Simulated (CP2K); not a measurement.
Consider fluorocarbonylacetylene at its PBE geometry (Å).

```xyz
6

C     1.5006   -0.1405    0.3702
C     0.3236   -0.0465    0.0967
C    -1.0746    0.0229   -0.2040
O    -1.9555   -0.6949    0.1840
F    -1.3354    1.0793   -1.0576
H     2.5414   -0.2202    0.6106
```

Method: CP2K XAS_TDP, all-electron GAPW, PBEh(45%), aug-cc-pVDZ, TDA, GW2X-corrected core level, no relativity.

Predict the bright core excitations at the F K edge.

Leading lines: F5 689.36 eV. The leading line of an atom is its first one with 35 % of the strongest within 2.5 eV of its lowest line over the strength cut. Core ionisation energies at this level: F5 692.90 eV.

The first six lines of each atom with a strength over 0.0015:

```csv
atom,energy (eV),states,"strength, one atom",above the computed threshold
F5 (bonded to C),687.52,1,0.0094,
,689.36,1,0.0272,
,691.76,1,0.0100,
,692.31,1,0.0087,
,692.53,1,0.0032,
,692.86,1,0.0016,
```

Lines are vertical, at one geometry, with no vibrational structure. GW2X ionisation energies and lines can be off by 1 to 2 eV either way, and a good line position may hide errors that cancel. These values hold no scalar relativity, about 0.7 eV for F 1s. Rydberg lines, and the discretised continuum above threshold, depend on the basis and the box.

[Banner, clock and machine lines of the logs are left out without a mark of their own.]

[Logs are printed without paths, hosts, clocks, repeated set-up lines and the standing remarks that a program may print on its own settings, such as how far it seeks lower states.]

[Hosts, paths, dates, database ids (printed as entryN), source tags and the programs' standing remarks are cut or masked in the printed files.]
